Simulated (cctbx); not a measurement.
# Tm2VAg3: as given, inverted or twinned?

Space group Pmm2 (no. 25), a = 3.7150 Å, b = 4.3590 Å, c = 7.7190 Å, α = 90.00°, β = 90.00°, γ = 90.00°.

```
atom  mult.    x    y       z  Ueq (Å²)
 Tm1      1    0  1/2  0.5060    0.0246
 Tm2      1    0    0  0.9886    0.0231
 Ag1      1  1/2    0  0.6620    0.0230
 Ag2      1  1/2  1/2  0.1673    0.0242
 Ag3      1  1/2  1/2  0.8403    0.0250
  V1      1  1/2    0  0.3380    0.0167
```

The model is made up (kin elements in a known structure type, no relaxation), so it says nothing on whether the phase exists.

Data sets are simulated with cctbx and refined with Bijvoet mates kept apart; Flack x is then fitted as the share of an inverted twin with the atoms fixed, Hooft y from the Bijvoet differences. The group is acentric but holds improper operations, so there is an absolute structure (orientation) and no hand.

Untwinned crystal. What Flack and Hooft values should come out?

| λ (Å) | extinction (unmodelled) | d min (Å) | top counts | error (%) | model | R1 | Flack x | s.u. | Hooft y | s.u. | pairs |
| --- | --- | --- | --- | --- | --- | --- | --- | --- | --- | --- | --- |
| 0.71073 | 0 | 0.77 | 20000 | 1.5 | as given | 0.0185 | 0.02 | 0.02 | -0.005 | 0.022 | 172 |
| 0.71073 | 0 | 0.77 | 20000 | 1.5 | inverted | 0.0326 | 0.10 | 0.04 | 0.246 | 0.031 | 172 |
| 1.54184 | 0.3 | 0.83 | 20000 | 4 | as given | 0.0208 | 0.01 | 0.04 | 0.004 | 0.033 | 142 |

With Mo Kα, x is within 3 s.u. of 0, so the absolute structure is right. With Cu Kα, x is within 3 s.u. of 0, so the absolute structure is right. The inverted model doesn't give 1 − x: the structure is pseudo-centrosymmetric, and the refinement slid into another minimum.

A further crystal gives:

| λ (Å) | extinction (unmodelled) | d min (Å) | top counts | error (%) | model | R1 | Flack x | s.u. | Hooft y | s.u. | pairs |
| --- | --- | --- | --- | --- | --- | --- | --- | --- | --- | --- | --- |
| 0.71073 | 0 | 0.6 | 40000 | 1.5 | as given | 0.0201 | 0.309 | 0.012 | 0.273 | 0.012 | 346 |

**Question.** What is it?

It was simulated as an inversion twin with a fraction 0.3 of the inverted domain. Flack x is over 3 s.u. from both 0 and 1 and reads that fraction.

[Logs are printed without paths, hosts, clocks, repeated set-up lines and the standing remarks that a program may print on its own settings, such as how far it seeks lower states.]
